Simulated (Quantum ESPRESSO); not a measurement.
# Magnetic state of MnCO3 (Rhodochrosite) from several starts

Wanted: the moments of MnCO3 (Rhodochrosite) and the energy of each order that was tried.

Calculated with Quantum ESPRESSO 7.5; PBEsol with U = 4 eV on Mn d (ortho-atomic projectors); plane waves with GBRV 1.5 PBEsol potentials, no spin-orbit coupling.

Most raw output is cut from this account.

**1. The structure**

The structure is trigonal, space group R-3c (No. 167). The conventional cell has a = 4.773 Å, b = 4.773 Å, c = 15.642 Å, α = 90.00°, β = 90.00°, γ = 120.00°. Nearest to Mn lie 6 O at 2.19 Å. C has 3 O at 1.29 Å nearest. Nearest to O lie 1 C at 1.29 Å and 2 Mn at 2.19 Å. Farther neighbours and most contacts between anions are not listed.

The cell comes from the Crystallography Open Database.

**2. Start 1: ferro ++**

The signs are those of the starting moments on the seeded atoms, the atoms that are given a moment.

pw.in reads:

```
&CONTROL
  calculation = 'scf'
  prefix = 'pwscf'
  outdir = './tmp'
  pseudo_dir = './pseudo'
  disk_io = 'nowf'
/
&SYSTEM
  ibrav = 0
  nat = 10
  ntyp = 3
  ecutwfc = 40
  ecutrho = 280
  nbnd = 55
  occupations = 'smearing'
  smearing = 'fd'
  degauss = 0.00367493
  nspin = 2
  starting_magnetization(1) = 0.3
  starting_magnetization(2) = 0
  starting_magnetization(3) = 0
/
&ELECTRONS
  conv_thr = 2d-08
  electron_maxstep = 150
  mixing_beta = 0.3
/
ATOMIC_SPECIES
Mn     54.9380 mn_pbesol_v1.5.uspp.F.UPF
C      12.0110 c_pbesol_v1.2.uspp.F.UPF
O      15.9990 o_pbesol_v1.2.uspp.F.UPF
CELL_PARAMETERS angstrom
   2.3865000000    1.3778464174    5.2140000000
  -2.3865000000    1.3778464174    5.2140000000
   0.0000000000   -2.7556928348    5.2140000000
ATOMIC_POSITIONS crystal
Mn      0.0000000000    0.0000000000    0.0000000000
Mn      0.5000000000    0.5000000000    0.5000000000
C       0.2500000000    0.2500000000    0.2500000000
C       0.7500000000    0.7500000000    0.7500000000
O       0.5195000000    0.9805000000    0.2500000000
O       0.2500000000    0.5195000000    0.9805000000
O       0.9805000000    0.2500000000    0.5195000000
O       0.4805000000    0.0195000000    0.7500000000
O       0.7500000000    0.4805000000    0.0195000000
O       0.0195000000    0.7500000000    0.4805000000
K_POINTS automatic
6 6 6 0 0 0
HUBBARD {ortho-atomic}
U Mn-3d 4.0000
```

Run with:

```sh
$ OMP_NUM_THREADS=1 mpirun -n 4 pw.x -nk 4 -in pw.in > pw.out
```

Wall time 68 s (4 MPI ranks of Arm Neoverse V2, shared host); peak memory 0.68 GiB; 4.5 min of CPU time.

Spin moment in the atom's sphere by atom:

```csv
atom,spin moment in the atom's sphere (μB)
Mn1,4.28
Mn2,4.28
C3,0.01
C4,0.01
O5,0.03
O6,0.03
O7,0.03
O8,0.03
O9,0.03
O10,0.03
```

This step gave:

| Property | Result |
| --- | --- |
| smearing term TS | 2.16e-15 eV |
| magnetization | 10 μB |
| absolute magnetization | 10.00 μB |
| final state | ferromagnetic |

Spin density in the ac plane of the conventional cell at fractional y = 0.000, with atoms of Mn and C and O within 0.2 Å of it.

Values in e/Å³, 24 rows by 14 columns, each cell a mean:
```
3.6 1.6 0.3 0.1 0.0 0.0 0.0 0.0 0.0 0.0 0.0 0.2 0.8 2.8
0.2 0.1 0.0 0.0 0.0 0.1 0.0 0.0 0.0 0.0 0.0 0.0 0.1 0.1
0.0 0.0 0.0 0.0 0.0 0.0 0.0 0.0 0.0 0.0 0.0 0.0 0.0 0.0
0.0 0.0 0.0 0.0 0.0 0.0 0.0 0.0 0.0 0.0 0.0 0.0 0.0 0.0
0.0 0.0 0.0 0.0 0.0 0.0 0.0 0.0 0.0 0.0 0.0 0.0 0.0 0.0
0.0 0.0 0.0 0.0 0.0 0.0 0.0 0.0 0.0 0.0 0.0 0.0 0.0 0.0
0.0 0.0 0.0 0.0 0.0 0.0 0.0 0.0 0.0 0.0 0.0 0.0 0.0 0.0
0.0 0.0 0.0 0.0 0.0 0.0 0.0 0.0 0.0 0.0 0.0 0.0 0.0 0.0
0.0 0.0 0.0 0.0 0.0 0.0 0.0 0.0 0.0 0.0 0.0 0.0 0.0 0.0
0.0 0.0 0.0 0.0 0.0 0.0 0.0 0.0 0.0 0.0 0.0 0.0 0.0 0.0
0.4 0.2 0.1 0.0 0.0 0.0 0.0 0.0 0.0 0.0 0.0 0.0 0.1 0.3
5.1 2.4 0.4 0.1 0.0 0.0 0.0 0.0 0.0 0.0 0.0 0.2 1.1 4.1
3.5 1.6 0.3 0.1 0.0 0.0 0.0 0.0 0.0 0.0 0.0 0.1 0.8 2.8
0.2 0.1 0.0 0.0 0.0 0.0 0.0 0.0 0.0 0.0 0.0 0.0 0.1 0.1
0.0 0.0 0.0 0.0 0.0 0.0 0.0 0.0 0.0 0.0 0.0 0.0 0.0 0.0
0.0 0.0 0.0 0.0 0.0 0.0 0.0 0.0 0.0 0.0 0.0 0.0 0.0 0.0
0.0 0.0 0.0 0.0 0.0 0.0 0.0 0.0 0.0 0.0 0.0 0.0 0.0 0.0
0.0 0.0 0.0 0.0 0.0 0.0 0.0 0.0 0.0 0.0 0.0 0.0 0.0 0.0
0.0 0.0 0.0 0.0 0.0 0.0 0.0 0.0 0.0 0.0 0.0 0.0 0.0 0.0
0.0 0.0 0.0 0.0 0.0 0.0 0.0 0.0 0.0 0.0 0.0 0.0 0.0 0.0
0.0 0.0 0.0 0.0 0.0 0.0 0.0 0.0 0.0 0.0 0.0 0.0 0.0 0.0
0.0 0.0 0.0 0.0 0.0 0.0 0.0 0.0 0.0 0.0 0.0 0.0 0.0 0.0
0.4 0.2 0.1 0.0 0.0 0.0 0.0 0.0 0.0 0.0 0.0 0.0 0.1 0.3
5.1 2.3 0.5 0.1 0.0 0.0 0.0 0.0 0.0 0.0 0.0 0.2 1.1 4.2
```
Columns run along a (4.8 Å), rows up along c (15.6 Å), edges of the conventional cell, whose origin can differ from the input's. Atoms in or near the plane, at fractional coordinates: Mn at (0.00, 0.00), Mn at (0.00, 0.50), C at (0.00, 0.25), C at (0.00, 0.75), O at (0.27, 0.25), O at (0.73, 0.75).

Valence density in the ac plane of the conventional cell at fractional y = 0.000, with atoms of Mn and C and O within 0.2 Å of it. It is the smooth field of the valence electrons, not physical close to the nuclei.

Ten steps, logarithmic in the rise over the least value, from '_' (0 e/Å³) to '@' (13 e/Å³), each cell a mean:
```
@@%%==::----::..______::**@@
::::::==####**--..____....::
____..==**##++--..__________
______..::::::..____________
::::..________..::------::::
++++--::______::==##%%##**++
====--..______..==**##**++++
....____________..::::::....
______..------..____________
____::==####**--..__________
==--::==**##++--..____..::==
@@%%==::::::....____..::##@@
@@%%==..____..::----::--**@@
::::..____..::++####**--::::
__________..::==****++::..__
____________....::::..______
::::------::..________....::
++++**%%%%**--..____..::==++
==++**####++::______..::====
....::::::....__________....
____________..::----::..____
__________..::++####++--..__
==--..______::==****++--::==
@@%%==..______..::::::--##@@
```
Columns run along a (4.8 Å), rows up along c (15.6 Å), edges of the conventional cell, whose origin can differ from the input's. Atoms in or near the plane, at fractional coordinates: Mn at (0.00, 0.00), Mn at (0.00, 0.50), C at (0.00, 0.25), C at (0.00, 0.75), O at (0.27, 0.25), O at (0.73, 0.75).

**3. Run 2, typed as antiferro +−**

Edit pw.in of step 2 so:

```diff
@@ -10,6 +10,6 @@
   nat = 10
-  ntyp = 3
+  ntyp = 4
   ecutwfc = 40
   ecutrho = 280
-  nbnd = 55
+  nbnd = 50
   occupations = 'smearing'
@@ -19,4 +19,5 @@
   starting_magnetization(1) = 0.3
-  starting_magnetization(2) = 0
+  starting_magnetization(2) = -0.3
   starting_magnetization(3) = 0
+  starting_magnetization(4) = 0
 /
@@ -28,3 +29,4 @@
 ATOMIC_SPECIES
-Mn     54.9380 mn_pbesol_v1.5.uspp.F.UPF
+Mn1    54.9380 mn_pbesol_v1.5.uspp.F.UPF
+Mn2    54.9380 mn_pbesol_v1.5.uspp.F.UPF
 C      12.0110 c_pbesol_v1.2.uspp.F.UPF
@@ -36,4 +38,4 @@
 ATOMIC_POSITIONS crystal
-Mn      0.0000000000    0.0000000000    0.0000000000
-Mn      0.5000000000    0.5000000000    0.5000000000
+Mn1     0.0000000000    0.0000000000    0.0000000000
+Mn2     0.5000000000    0.5000000000    0.5000000000
 C       0.2500000000    0.2500000000    0.2500000000
@@ -49,2 +51,3 @@
 HUBBARD {ortho-atomic}
-U Mn-3d 4.0000
+U Mn1-3d 4.0000
+U Mn2-3d 4.0000
```

Wall time 80 s (4 MPI ranks); peak memory 0.72 GiB.

Spin moment in the atom's sphere by atom:

```csv
atom,spin moment in the atom's sphere (μB)
Mn1,4.28
Mn2,-4.28
C3,0.00
C4,0.00
O5,0.00
O6,0.00
O7,0.00
O8,0.00
O9,0.00
O10,0.00
```

This step gave:

```
smearing term TS       : 0 eV
magnetization          : 0 μB
absolute magnetization : 9.74 μB
final state            : antiferromagnetic
```

Spin density in the ac plane of the conventional cell at fractional y = 0.000, with atoms of Mn and C and O within 0.2 Å of it.

Ten even steps from '0' (-5.1 e/Å³) to '9' (5.1 e/Å³), each cell a mean:
```
86555555555557
55555445555555
55555555555555
55555444445555
55554444455555
55555555555555
45555555555554
55555555555555
55555555555555
44555555555544
44445555554444
02444555544430
13444555554442
44445555555444
44555555555554
55555555555555
55555555555555
45555555555554
55555554455555
55555444445555
55554444555555
55555555455555
55555555445555
97555555555569
```
Columns run along a (4.8 Å), rows up along c (15.6 Å), edges of the conventional cell, whose origin can differ from the input's. Atoms in or near the plane, at fractional coordinates: Mn at (0.00, 0.00), Mn at (0.00, 0.50), C at (0.00, 0.25), C at (0.00, 0.75), O at (0.27, 0.25), O at (0.73, 0.75).

Valence density in the ac plane of the conventional cell at fractional y = 0.000, with atoms of Mn and C and O within 0.2 Å of it. It is the smooth field of the valence electrons, not physical close to the nuclei.

Ten steps, logarithmic in the rise over the least value, from '_' (0 e/Å³) to '@' (13 e/Å³), each cell a mean:
```
@@%%==::----::..______::**@@
::::::==####**--..____....::
____..==**##++--..__________
______..::::::..____________
::::..________..::------::::
++++--::______::==##%%##**++
====--..______..==**##**++++
....____________..::::::....
______..------..____________
____::==####**--..__________
==--::==**##++--..____..::==
@@%%==::::::....____..::##@@
@@%%==..____..::----::--**@@
::::..____..::++####**--::::
__________..::==****++::..__
____________....::::..______
::::------::..________....::
++++**%%%%**--..____..::==++
==++**####++::______..::====
....::::::....__________....
____________..::----::..____
__________..::++####++--..__
==--..______::==****++--::==
@@%%==..______..::::::--##@@
```
Columns run along a (4.8 Å), rows up along c (15.6 Å), edges of the conventional cell, whose origin can differ from the input's. Atoms in or near the plane, at fractional coordinates: Mn at (0.00, 0.00), Mn at (0.00, 0.50), C at (0.00, 0.25), C at (0.00, 0.75), O at (0.27, 0.25), O at (0.73, 0.75).

**4. The states side by side**

An order is kept where moments of 0.15 μB or more survive with the typed signs; meshes match where a doubled cell samples the same k points as the first cell.

Orders:

```csv
start,final state,typed order kept,energy over the lowest (meV a seeded atom),largest site moment (μB),net moment (μB a cell of the first run),mesh matched,CPU time (s)
ferro ++,ferromagnetic,yes,12.04,4.283,10,yes,271.8
antiferro +-,antiferromagnetic,yes,0,4.275,0,yes,317.9
```

**5. The lowest state again, with its states saved**

Edit pw.in of step 3 so:

```diff
@@ -5,3 +5,3 @@
   pseudo_dir = './pseudo'
-  disk_io = 'nowf'
+  disk_io = 'low'
 /
@@ -9,2 +9,3 @@
   ibrav = 0
+  celldm(1) = 8
   nat = 10
@@ -13,3 +14,3 @@
   ecutrho = 280
-  nbnd = 50
+  nbnd = 54
   occupations = 'smearing'
@@ -33,6 +34,6 @@
 O      15.9990 o_pbesol_v1.2.uspp.F.UPF
-CELL_PARAMETERS angstrom
-   2.3865000000    1.3778464174    5.2140000000
-  -2.3865000000    1.3778464174    5.2140000000
-   0.0000000000   -2.7556928348    5.2140000000
+CELL_PARAMETERS alat
+   0.5637289245524    0.3254690463354    1.2316290017248
+  -0.5637289245524    0.3254690463354    1.2316290017248
+   0.0000000000000   -0.6509380926707    1.2316290017248
 ATOMIC_POSITIONS crystal
```

Wall time 79 s (4 MPI ranks); peak memory 0.84 GiB; 5.2 min of CPU time.

This step gave:

| Quantity | Value |
| --- | --- |
| smearing term TS | 1.73e-13 eV |
| magnetization | 0 μB |
| absolute magnetization | 9.74 μB |
| final state | antiferromagnetic |
| largest moment | 4.275 μB |

**6. Another way to count moments**

projwfc.x projects the saved states on orthogonalised atomic orbitals of the pseudopotential files.

The job ended after 3.1 s (4 MPI ranks; peak memory 0.32 GiB; 13 s of CPU time).

```csv
atom,moment in the sphere (μB),Löwdin moment (μB),Löwdin charge (e)
Mn1,4.275,4.833,14.452
Mn2,-4.275,-4.833,14.452
C3,0.000,0.000,3.291
C4,0.000,0.000,3.291
O5,0.000,0.000,6.365
O6,0.000,0.000,6.365
O7,0.000,0.000,6.365
O8,0.000,0.000,6.365
O9,0.000,0.000,6.365
O10,0.000,0.000,6.365
```

**7. Occupations of the corrected shells in the lowest state**

Occupations of the Hubbard shells:

```csv
block,type,shell,spin,electrons,occupation numbers
1,Mn1,3d,up,4.976,0.991 0.991 0.997 0.998 0.998
1,Mn1,3d,down,0.2135,0.015 0.015 0.021 0.081 0.081
2,Mn2,3d,up,0.2135,0.015 0.015 0.021 0.081 0.081
2,Mn2,3d,down,4.976,0.991 0.991 0.997 0.998 0.998
```

**8. Summary of results**

```yaml
lowest_state_found: antiferromagnetic (from antiferro +-)
largest_site_moment: 4.28 μB
next_state_with_moments: ferromagnetic, 12.0 meV a seeded atom higher
```

What this shows: The largest moment reads 4.28 μB in the sphere and 4.83 μB by Löwdin projection; a site moment hangs on how space is shared out. This is the lowest of 2 collinear or spinless starts, no proof of the ground state.

[Logs and program files are shortened in this print: banners, set-up blocks, solver, clock and traceback lines can be left out without a mark of their own.]

[Logs are printed without paths, hosts, clocks, repeated set-up lines and the standing remarks that a program may print on its own settings, such as how far it seeks lower states.]

[Hosts, paths, dates, database ids (printed as entryN), source tags and the programs' standing remarks are cut or masked in the printed files.]

[Where a cell is said to come from a database of computed structures, the database is the Materials Project.]
